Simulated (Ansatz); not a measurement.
# Ba2C (built on the sites of a database entry of Be2C): a soft mode frozen in, part 2 of 2

Aim: this structure of Ba2C (built on the sites of a database entry of Be2C) is to be tested for unstable modes, and one is followed downhill.

Ansatz 0.2.0; DFT LDA, scalar-relativistic, plane waves, PAW.

So far, highest frequency on the path or at a solved wavevector (cm⁻¹): step 2 (the dispersion) 347. Also lowest frequency on the path (cm⁻¹): step 2 -30.0.

The structure was built from a prototype and need not be the compound's stable phase.

## (5) Energy along the mode, all amplitudes (two of the runs are shown above)

An imaginary frequency means negative curvature, so the energy should fall and then rise again as anharmonic terms take over.

This step gave:

```yaml
depth_at_the_lowest_point_sampled: 3.273 meV/atom
largest_atomic_shift_at_that_point: 0.22 Å
```

The energy from the parent by largest atomic shift:

```csv
largest atomic shift (Å),energy from the parent (meV/atom)
0.000,0
0.040,-0.228
0.080,-0.859
0.140,-2.2
0.220,-3.27
0.320,-0.012
0.450,19.5
```

Displacement at unit largest shift by atom:

| atom | x (Å) | y (Å) | z (Å) | size |
| --- | --- | --- | --- | --- |
| Ba1 | 1.00 | 0.00 | 0.00 | 1.00 |
| Ba2 | -1.00 | 0.00 | 0.00 | 1.00 |
| Ba3 | 1.00 | 0.00 | 0.00 | 1.00 |
| Ba4 | -1.00 | 0.00 | 0.00 | 1.00 |
| C5 | 0.00 | 0.00 | 0.00 | 0.00 |
| C6 | 0.00 | 0.00 | 0.00 | 0.00 |

The lowest of the steps tried is at 0.22 Å, 3.27 meV/atom below the parent; the bottom of the well need not coincide with a step.

## (6) Relaxing from the distorted cell

Starting from the lowest point found, all atoms and the cell are let go, so that strain and other modes of the same symmetry can join in.

input.yaml reads:

```yaml
crystal:
  lattice:
    - [0.0, -3.3958497574, -3.3958497574]
    - [0.0, 3.3958497574, -3.3958497574]
    - [6.7916995149, 0.0, 0.0]
  atoms:
    - { symbol: Ba, position: [0.0, 0.5, 0.7823924814] }
    - { symbol: Ba, position: [0.5, 0.0, 0.2176075186] }
    - { symbol: Ba, position: [0.0, 0.5, 0.2823924814] }
    - { symbol: Ba, position: [0.5, 0.0, 0.7176075186] }
    - { symbol: C, position: [0.5, 0.5, 0.5] }
    - { symbol: C, position: [0.0, 1.0, 0.0] }
kpoints:
  mp_grid: { grid: [6, 6, 6] }
hamiltonian:
  xc: lda
scf:
  occupations: { method: methfessel_paxton, width: 0.15 }
output:
  forces: true
  stress: true
  eigenvalues: true
relax:
  adjacent_minimum: "off"
  f_tol: 0.002
  max_steps: 120
  cell: { stress_tol: 0.03 }
```

The run is started by

```
$ ansatz run input.yaml --threads 4 --pin off --max-ram 7168MiB --backend cpu --events-out ev --progress --plain --runs-dir out
```

Numbers of over 12 decimals in the logs are rounded to 6 here.

Log:

```text
[...]
Crystal: 6 atoms, lattice volume = 156.641 Å³
Basis set: ecut = 420 eV, 2995 PW (Γ)
Bands: 30, of which v1, the nominal top of the filled ones, is band 24 counted from 1 (23 counted from 0)
Symmetry: 16 space group operations
[...]
k-points: 40 of 216
[...]
SCF iter   1: F=—  HF=-23600.995685 eV  |F-HF|=—  |Δ(HF+E_count)|=         —  Δρ=1.26e-2  dr2=5.75e-1  ethr=1.77e-3  ⟨swp⟩=10.2  Hψ=6913  notcnv=0
[...]
SCF iter   8: F=-23600.919716 eV  HF=-23600.919716 eV  |F-HF|=6.48e-10  |Δ(HF+E_count)|=   3.71e-8  S|Δr|=    0.00e0  Δρ=8.40e-7  dr2=2.15e-9  ethr=2.08e-10  ⟨swp⟩=5.5  Hψ=4627  notcnv=0
SCF 1 converged in 8 iterations: F = -23600.919716 eV  dr2 = 2.15e-9
[...]
relax step   1: F+E_penalty+E_count = -23600.91971595 eV  Δ(F+E_penalty+E_count) = +0.000e0 eV  max|allowed force component| = 1.422e-3 eV/Å  Δτ_max = 0.0000 Å  P = +0.381 GPa  Ω = 156.641 Å³  (8 SCF iters, dr2 threshold 1.00e-7 eV, accepted)
Crystal: 6 atoms, lattice volume = 159.374 Å³
Basis set: ecut = 420 eV, 3083 PW (Γ)
[...]
SCF iter   6: F=-23600.922215 eV  HF=-23600.922215 eV  |F-HF|=1.46e-8  |Δ(HF+E_count)|=   1.26e-7  S|Δr|=    0.00e0  Δρ=3.46e-6  dr2=4.67e-8  ethr=1.25e-9  ⟨swp⟩=7.1  Hψ=5773  notcnv=0
SCF 2 converged in 6 iterations: F = -23600.922215 eV  dr2 = 4.67e-8
[...]
relax step   2: F+E_penalty+E_count = -23600.92221534 eV  Δ(F+E_penalty+E_count) = -2.499e-3 eV  max|allowed force component| = 5.498e-2 eV/Å  Δτ_max = 0.0010 Å  P = -0.362 GPa  Ω = 159.374 Å³  energy of the carried Pulay correction = -1.387e-3 eV  (6 SCF iters, dr2 threshold 6.00e-7 eV, accepted)
Crystal: 6 atoms, lattice volume = 158.271 Å³
Basis set: ecut = 420 eV, 3075 PW (Γ)
[...]
SCF iter   5: F=-23600.928207 eV  HF=-23600.928207 eV  |F-HF|=5.75e-8  |Δ(HF+E_count)|=   9.00e-7  S|Δr|=    0.00e0  Δρ=7.50e-6  dr2=2.13e-7  ethr=1.25e-9  ⟨swp⟩=5.0  Hψ=5870  notcnv=0
SCF 3 converged in 5 iterations: F = -23600.928207 eV  dr2 = 2.13e-7
relax step   3: F+E_penalty+E_count = -23600.92820735 eV  Δ(F+E_penalty+E_count) = -5.992e-3 eV  max|allowed force component| = 2.535e-2 eV/Å  Δτ_max = 0.0135 Å  P = -0.016 GPa  Ω = 158.271 Å³  energy of the carried Pulay correction = -8.305e-4 eV  (5 SCF iters, dr2 threshold 6.00e-7 eV, accepted)
[...]
relax step   4: F+E_penalty+E_count = -23600.93028474 eV  Δ(F+E_penalty+E_count) = -2.077e-3 eV  max|allowed force component| = 6.775e-3 eV/Å  Δτ_max = 0.0330 Å  P = +0.022 GPa  Ω = 158.640 Å³  energy of the carried Pulay correction = -1.017e-3 eV  (6 SCF iters, dr2 threshold 4.02e-8 eV, accepted)
[...]
relax step   5: F+E_penalty+E_count = -23600.93035766 eV  Δ(F+E_penalty+E_count) = -7.292e-5 eV  max|allowed force component| = 2.193e-4 eV/Å  Δτ_max = 0.0123 Å  P = +0.004 GPa  Ω = 158.927 Å³  energy of the carried Pulay correction = -1.162e-3 eV  (7 SCF iters, dr2 threshold 3.80e-9 eV, accepted)
[...]
relax step   6: F+E_penalty+E_count = -23600.93180075 eV  Δ(F+E_penalty+E_count) = -1.443e-3 eV  max|allowed force component| = 2.378e-4 eV/Å  Δτ_max = 0.0000 Å  P = +0.015 GPa  Ω = 158.927 Å³  stress off target by 4.06e-2 GPa  SCF on the basis re-selected at this cell (its energy is not comparable with the rows above)  (5 SCF iters)
[...]
relax step   7: F+E_penalty+E_count = -23600.93175128 eV  Δ(F+E_penalty+E_count) = +4.947e-5 eV  max|allowed force component| = 1.940e-4 eV/Å  Δτ_max = 0.0020 Å  P = -0.008 GPa  Ω = 159.054 Å³  energy of the carried Pulay correction = -6.355e-5 eV  (5 SCF iters, dr2 threshold 4.13e-9 eV, accepted)
[...]
SCF iter   5: F=-23600.931817 eV  HF=-23600.931817 eV  |F-HF|=3.64e-12  |Δ(HF+E_count)|=  1.09e-11  S|Δr|=    0.00e0  Δρ=3.38e-8  dr2=2.09e-12  ethr=1.00e-12  ⟨swp⟩=6.0  Hψ=5763  notcnv=0
SCF 8 converged in 5 iterations: F = -23600.931817 eV  dr2 = 2.09e-12
relax step   8: F+E_penalty+E_count = -23600.93181734 eV  Δ(F+E_penalty+E_count) = -6.607e-5 eV  max|allowed force component| = 1.943e-4 eV/Å  Δτ_max = 0.0000 Å  P = -0.008 GPa  Ω = 159.054 Å³  stress off target by 8.16e-3 GPa  SCF on the basis re-selected at this cell (its energy is not comparable with the rows above)  (5 SCF iters)
[...]
SCF converged after 5 iterations
[...]
Free energy (F): -23600.931817 eV
[...]
Internal energy: -23600.935291 eV  (E = F + TS)
E sigma→0 (E₀):  -23600.932686 eV
Entropy (-TS):   0.003474 eV (0.579 meV/atom)
Fermi energy:    10.308717 eV
[...]
--- Forces (eV/Å), atoms counted from 1 ---
  atom   1  Ba     0.00019430    -0.00000000    -0.00000000
  atom   2  Ba    -0.00019430    -0.00000000    -0.00000000
  atom   3  Ba     0.00019430     0.00000000     0.00000000
  atom   4  Ba    -0.00019430     0.00000000     0.00000000
  atom   5  C      0.00000000    -0.00000000    -0.00000000
  atom   6  C     -0.00000000     0.00000000     0.00000000
  max |Σ_I F_I| component: 4.16e-17 eV/Å
--- Stress (GPa, compression-positive) ---
       -0.008156       0.000000      -0.000000
        0.000000      -0.008031       0.000000
       -0.000000       0.000000      -0.008031
  P = ⅓ Tr σ = -0.0081 GPa (-0.081 kbar)
--- Band table (eV; the first three rows and the last of 40) ---
  k-point 0: bands = [... 20 lower, 8.4049, 8.6754, 10.0883, 10.3007, 10.3153, 10.3153, 10.6481, 10.9255, ... 2 higher]
  k-point 1: bands = [... 20 lower, 8.5260, 8.5260, 10.2080, 10.2080, 10.4010, 10.6055, 10.6997, 11.1217, ... 2 higher]
  k-point 2: bands = [... 20 lower, 8.8657, 8.8657, 9.8721, 9.8721, 10.8489, 11.0212, 11.3034, 11.3441, ... 2 higher]
  k-point 39: bands = [... 20 lower, 9.5617, 9.5617, 9.5617, 9.5617, 11.2943, 11.2943, 12.6351, 12.6351, ... 2 higher]
--- Relaxed structure (6 steps of the walk, 6 accepted, 2 SCFs on fresh bases) ---
  F+E_penalty+E_count = -23600.93181734 eV   max|allowed force component| = 1.943e-4 eV/Å   (the final SCF, on the basis selected at the relaxed cell)
  cell:  # Å, volume = 159.0542 Å³
    - [1.8008996372860177e-18, -3.383785, -3.383785]
    - [1.8008996372860146e-18, 3.383785, -3.383785]
    - [6.945598, 0, -3.601799274625066e-18]
  atoms:
    - { symbol: Ba, position: [0.0, 0.5, 0.791481] }
    - { symbol: Ba, position: [0.5, 0.0, 0.208519] }
    - { symbol: Ba, position: [0.0, 0.5, 0.291481] }
    - { symbol: Ba, position: [0.5, 0.0, 0.708519] }
    - { symbol: C, position: [0.5, 0.5, 0.5] }
    - { symbol: C, position: [0.0, 1.0, 0] }
```

The job ended after 45 s (4 threads of Arm Neoverse V1, shared host; peak memory 0.55 GiB; 2.8 min of CPU time).

The steps of the relaxation:

```
step  energy less that of the first step (eV)  largest force component (eV/Å)  pressure (GPa)  volume (Å³)
   1                                   0.0000                          0.0014            0.38       156.64
   2                                  -0.0025                          0.0550           -0.36       159.37
   3                                  -0.0085                          0.0254           -0.02       158.27
   4                                  -0.0106                          0.0068            0.02       158.64
   5                                  -0.0106                          0.0002            0.00       158.93
  6*                                  -0.0121                          0.0002            0.02       158.93
   7                                  -0.0120                          0.0002           -0.01       159.05
  8*                                  -0.0121                          0.0002           -0.01       159.05
```

Relaxation steps marked * repeat the geometry before them on a plane-wave basis chosen anew for their cell, so energy and pressure can jump there.

The run keeps the 16 symmetry operations that it works with, so distortions that break them were not tested.

```
conventional cell, symmetrised  before  after  change
                         a (Å)   4.802  4.785  -0.4 %
                         b (Å)   4.802  4.785  -0.4 %
                         c (Å)   6.792  6.946  +2.3 %
              volume (Å³/atom)   26.11  26.51  +1.5 %
```

The atoms that moved most (Å, as changes of fractional coordinates times the final cell):

```csv
atom,dx,dy,dz,length
Ba1,0.063,0.000,0.000,0.063
Ba3,0.063,0.000,0.000,0.063
Ba4,-0.063,0.000,0.000,0.063
Ba2,-0.063,0.000,0.000,0.063
```

Final coordinates:

```xyz
6
Lattice="0.0000 -3.3838 -3.3838 0.0000 3.3838 -3.3838 6.9456 0.0000 0.0000" Properties=species:S:1:pos:R:3 pbc="T T T"
Ba    5.4973    1.6919   -1.6919
Ba    1.4483   -1.6919   -1.6919
Ba    2.0245    1.6919   -1.6919
Ba    4.9211   -1.6919   -1.6919
C     3.4728    0.0000   -3.3838
C     0.0000    3.3838   -3.3838
```

Numbers from this step:

| Property | Result |
| --- | --- |
| pressure | -0.008073 GPa |
| volume per atom | 26.51 Å³ |

The distorted start has space group P4_2/nmc; the relaxation ends in P4_2/nmc.

## (7) The new phase in its own primitive cell

The relaxed structure is symmetrised, reduced to its primitive cell and relaxed tightly, as its phonons need.

input.yaml reads:

```yaml
crystal:
  lattice:
    - [4.7853942381, 0.0, 0.0]
    - [0.0, 4.7853942381, 0.0]
    - [0.0, 0.0, 6.9455980919]
  atoms:
    - { symbol: Ba, position: [0.0, 0.5, 0.7914807035] }
    - { symbol: Ba, position: [0.5, 0.0, 0.2085192965] }
    - { symbol: Ba, position: [0.0, 0.5, 0.2914807035] }
    - { symbol: Ba, position: [0.5, 0.0, 0.7085192965] }
    - { symbol: C, position: [0.5, 0.5, 0.5] }
    - { symbol: C, position: [0.0, 0.0, 0.0] }
kpoints:
  mp_grid: { grid: [8, 8, 6] }
hamiltonian:
  xc: lda
scf:
  occupations: { method: methfessel_paxton, width: 0.15 }
output:
  forces: true
  stress: true
  eigenvalues: true
relax:
  adjacent_minimum: "off"
  f_tol: 0.001
  max_steps: 60
  cell: { stress_tol: 0.01 }
```

Log:

```text
[...]
Crystal: 6 atoms, lattice volume = 159.054 Å³
Basis set: ecut = 420 eV, 3079 PW (Γ)
Bands: 30, of which v1, the nominal top of the filled ones, is band 24 counted from 1 (23 counted from 0)
Symmetry: 16 space group operations
[...]
k-points: 60 of 384
[...]
cell:  # Å, volume = 159.0590 Å³
    - [4.783864, 0, 0]
    - [0, 4.783864, 0]
    - [0, 0, 6.950251]
  atoms:
    - { symbol: Ba, position: [0, 0.500000, 0.792232] }
    - { symbol: Ba, position: [0.500000, 0, 0.207768] }
    - { symbol: Ba, position: [0, 0.500000, 0.292232] }
    - { symbol: Ba, position: [0.500000, 0, 0.707768] }
    - { symbol: C, position: [0.500000, 0.500000, 0.500000] }
    - { symbol: C, position: [0, 0, 0] }
[key lines of the parts left out:]
SCF converged after 5 iterations
Free energy (F): -23600.936439 eV
Fermi energy:    10.340570 eV
P = ⅓ Tr σ = 0.0003 GPa (0.003 kbar)
```

Wall time 35 s (4 threads); peak memory 0.6 GiB.

Relaxation path:

| step | energy less that of the first step (eV) | largest force component (eV/Å) | pressure (GPa) | volume (Å³) |
| --- | --- | --- | --- | --- |
| 1 | 0.0000 | 0.0049 | -0.02 | 159.05 |
| 2 | -0.0001 | 0.0011 | 0.04 | 158.90 |
| 3 | -0.0001 | 0.0006 | 0.01 | 159.00 |
| 4 | -0.0001 | 0.0005 | 0.00 | 159.06 |
| 5* | -0.0001 | 0.0005 | 0.00 | 159.06 |

Relaxation steps marked * repeat the geometry before them on a plane-wave basis chosen anew for their cell, so energy and pressure can jump there.

Forces are held to the 16 operations that the run works with; a distortion that breaks them can't arise in this run.

```csv
"conventional cell, symmetrised",before,after,change
a (Å),4.785,4.784,-0.0 %
b (Å),4.785,4.784,-0.0 %
c (Å),6.946,6.950,+0.1 %
volume (Å³/atom),26.51,26.51,+0.0 %
```

Final coordinates:

```xyz
6
Lattice="4.7839 0.0000 0.0000 0.0000 4.7839 0.0000 0.0000 0.0000 6.9503" Properties=species:S:1:pos:R:3 pbc="T T T"
Ba    0.0000    2.3919    5.5062
Ba    2.3919    0.0000    1.4440
Ba    0.0000    2.3919    2.0311
Ba    2.3919    0.0000    4.9192
C     2.3919    2.3919    3.4751
C     0.0000    0.0000    0.0000
```

This step gave:

```yaml
pressure: 3.23e-4 GPa
```

The largest force component left is 0.51 meV/Å and the pressure is 0.000 GPa, within the tolerances set. The cell now holds 26.51 Å³/atom.

## (8) Modes of the new phase, k-mesh 8×8×6

A relaxed structure may still be a saddle point, so its zone-centre modes are computed. No field response is asked, since the mesh shows no gap.

input.yaml reads:

```yaml
crystal:
  lattice:
    - [4.7838644196, 0.0, 0.0]
    - [0.0, 4.7838644196, 0.0]
    - [0.0, 0.0, 6.9502505254]
  atoms:
    - { symbol: Ba, position: [0.0, 0.5, 0.792231901] }
    - { symbol: Ba, position: [0.5, 0.0, 0.207768099] }
    - { symbol: Ba, position: [0.0, 0.5, 0.292231901] }
    - { symbol: Ba, position: [0.5, 0.0, 0.707768099] }
    - { symbol: C, position: [0.5, 0.5, 0.5] }
    - { symbol: C, position: [0.0, 0.0, 0.0] }
kpoints:
  mp_grid: { grid: [8, 8, 6] }
hamiltonian:
  xc: lda
scf:
  occupations: { method: methfessel_paxton, width: 0.15 }
output:
  eigenvalues: true
phonons:
  method: dfpt
```

Log:

```text
zone centre: on kpoints.mp_grid the ground state, and the responses unless they are solved on pairs of k-points, stand on 100 of the mesh's 384 k-points, reduced under 4 symmetry operations, with k and −k counted as one. Each operation leaves every solved displacement unchanged or reverses it
[...]
Crystal: 6 atoms, lattice volume = 159.059 Å³
Basis set: ecut = 420 eV, 3079 PW (Γ), exchange–correlation on 64×64×96 points (8 copies of the dense FFT grid, shifted against one another)
Bands: 30, of which v1, the nominal top of the filled ones, is band 24 counted from 1 (23 counted from 0)
Symmetry: 16 space group operations
k-points: 100 of 384 (irreducible under 4 space group operations, time reversal used)
[...]
SCF iter   1: F=—  HF=-23600.995560 eV  |F-HF|=—  |Δ(HF+E_count)|=         —  Δρ=1.12e-2  dr2=4.53e-1  ethr=1.77e-3  ⟨swp⟩=10.6  Hψ=17722  notcnv=0
[...]
SCF iter  10: F=-23600.936441 eV  HF=-23600.936441 eV  |F-HF|=1.09e-11  |Δ(HF+E_count)|=  7.28e-12  S|Δr|=    0.00e0  Δρ=2.43e-8  dr2=1.28e-12  ethr=1.00e-12  ⟨swp⟩=6.7  Hψ=15270  notcnv=0
SCF 1 converged in 10 iterations: F = -23600.936441 eV  dr2 = 1.28e-12
[...]
DFPT response loops at Γ: preconditioner auto → Kerker (q_TF=auto, 2.234 Å⁻¹) (partly filled bands, converged f_vac=0.000); β = 1.00, the filter's whole step (`scf.mixing.beta` (0.50) is not read by the response loops under this deck's `scf.mixing.preconditioner`; to damp them name `kerker` or `kerker_dos`, under which they read `scf.mixing.beta`, and type it under 1.00, their step now; both keys bind the ground state too); Broyden in place of MSR1
SCF converged after 10 iterations
[...]
Free energy (F): -23600.936441 eV
[...]
Internal energy: -23600.939925 eV  (E = F + TS)
E sigma→0 (E₀):  -23600.937312 eV
Entropy (-TS):   0.003484 eV (0.581 meV/atom)
Fermi energy:    10.340570 eV
[...]
--- Band table (eV; the first three rows and the last of 100) ---
  k-point 0: bands = [... 20 lower, 8.4119, 8.6754, 10.0871, 10.2940, 10.3102, 10.3102, 10.6559, 10.9434, ... 2 higher]
  k-point 1: bands = [... 20 lower, 8.5323, 8.5323, 10.2038, 10.2038, 10.3990, 10.5982, 10.7075, 11.1375, ... 2 higher]
  k-point 2: bands = [... 20 lower, 8.8700, 8.8700, 9.8709, 9.8709, 10.8568, 11.0178, 11.2978, 11.3523, ... 2 higher]
  k-point 99: bands = [... 20 lower, 9.5581, 9.5581, 9.5581, 9.5581, 11.2955, 11.2955, 12.6428, 12.6428, ... 2 higher]
--- Phonons (Γ-DFPT): 5 representative perturbations + reference, on 100 of 384 k-points (Σ response iterations 16) ---
  k mesh reduced under 4 symmetry operations, with k and −k counted as one. Each operation leaves every solved displacement unchanged or reverses it
  ASR residual: 2.157e-5 → 0.000e0 eV/Å²; symmetrization residual: 4.536e-7 eV/Å²
  ASR residual per site (eV/Å²): 7.17e-6 7.17e-6 7.17e-6 7.17e-6 2.16e-5 2.16e-5
  Γ frequencies (cm⁻¹): 0.00 0.00 0.00 38.61 38.61 49.35 55.49 55.49 72.41 95.23 95.23 115.38 182.25 182.25 245.07 256.76 256.76 347.80
  non-analytic LO–TO correction: not included (Born effective charges unavailable; polar crystals: no LO–TO splitting at Γ)
```

Run time: 1.8 min. Hardware: 4 threads; peak memory 2.1 GiB; 6.8 min of CPU time.

Numbers from this step:

```
sum-rule residual before enforcement                    : 2.16e-5 eV/Å²
point group                                             : 4/mmm
highest optical mode at the zone centre (no LO-TO term) : 347.8 cm⁻¹
lowest optical zone-centre mode                         : 38.61 cm⁻¹
```

Patterns of degenerate modes are one choice out of their space. Modes at Γ, with each element's share of the kinetic energy:

| mode | frequency (cm⁻¹) | symmetry | Ba % | C % |
| --- | --- | --- | --- | --- |
| 1 | 0.0 | acoustic | 96 | 4 |
| 2 | 0.0 | acoustic | 96 | 4 |
| 3 | 0.0 | acoustic | 96 | 4 |
| 4 | 38.6 | Eu | 99 | 1 |
| 5 | 38.6 | Eu | 99 | 1 |
| 6 | 49.4 | A1g | 100 | 0 |
| 7 | 55.5 | Eg | 95 | 5 |
| 8 | 55.5 | Eg | 95 | 5 |
| 9 | 72.4 | B1g | 99 | 1 |
| 10 | 95.2 | Eg | 91 | 9 |
| 11 | 95.2 | Eg | 91 | 9 |
| 12 | 115.4 | B2u | 100 | 0 |
| 13 | 182.2 | Eg | 14 | 86 |
| 14 | 182.2 | Eg | 14 | 86 |
| 15 | 245.1 | A2u | 4 | 96 |
| 16 | 256.8 | Eu | 5 | 95 |
| 17 | 256.8 | Eu | 5 | 95 |
| 18 | 347.8 | B1g | 1 | 99 |

Displacements in mode 4 (38.6 cm⁻¹), the largest set to 1:
```
Ba1 -0.84 -0.95  0.00
Ba2  0.80  1.00  0.00
Ba3  0.80  1.00  0.00
Ba4 -0.84 -0.95  0.00
C5   0.44 -0.52  0.00
C6   0.44 -0.52  0.00
```

Displacements in mode 10 (95.2 cm⁻¹), the largest set to 1:
```
Ba1  0.02 -0.80  0.00
Ba2 -0.03  0.49  0.00
Ba3  0.03 -0.49  0.00
Ba4 -0.02  0.80  0.00
C5   0.04  1.00  0.00
C6  -0.04 -1.00  0.00
```

Before it was imposed, the acoustic sum rule was missed by 2.2e-5 eV/Å². Small misses are needed for a sound result but don't prove that mesh and cutoff are converged. The lowest optical mode is real, 38.6 cm⁻¹.

## (9) The phases reached

The phases reached along the modes that were followed are set side by side.

Energies are those of the first relaxation, on the mesh of the frozen mode; space group, volume and gap are those of the last relaxation. Phases, by row:

```
               mode frozen in  space group  energy from parent (meV/atom)  volume (Å³/atom)  gap on mesh (eV)  lowest zone-centre optical mode (cm⁻¹)  largest shift (Å)
                       parent        Fm-3m                              0             26.11                 0                                       –                  –
q = (0, -0.5, -0.5), 30i cm⁻¹     P4_2/nmc                          -5.28             26.51                 0                                    38.6              0.288
```

## (10) Outcome

* unstable mode of the parent: q = (0, -0.5, -0.5), 30i cm⁻¹
* depth at the lowest point sampled: 3.27 meV/atom
* largest atomic shift at that point: 0.22 Å
* space group reached (within 0.01 Å): P4_2/nmc
* energy gained over the parent (first relaxation, on the mesh of the frozen mode): 5.28 meV/atom
* volume per atom, phase reached: 26.5 Å³
* lowest optical zone-centre mode, phase reached: 38.6 cm⁻¹
* highest optical mode at the zone centre (no LO-TO term), phase reached: 348 cm⁻¹

**Reading.** Along this mode the structure falls into P4_2/nmc, 5.28 meV/atom below the parent. At the parent's cell the well is 3.273 meV/atom deep on the steps tried, with its lowest point at a shift of 0.22 Å. Relaxing atoms and cell changes the gain by +2.00 meV/atom against the lowest step (energies at zero smearing). The new phase has no imaginary mode at the zone centre of its cell; other wavevectors were not checked. Each path keeps the symmetry of its pattern, so a lower phase may lie along a pattern not tried. With no gap, or one that is small against the smearing, the frequencies hang on the k mesh and the smearing, most of all near Kohn anomalies. Spin-orbit coupling is left out, which can matter for the heavy elements here. A phonon run warned that its eigensolver left some bands unconverged in a pass. The starting cell was built on a prototype and not taken from a measurement, so the phase need not exist.

[Logs are printed without paths, hosts, clocks, repeated set-up lines and the standing remarks that a program may print on its own settings, such as how far it seeks lower states.]

[Hosts, paths, dates, database ids (printed as entryN), source tags and the programs' standing remarks are cut or masked in the printed files.]
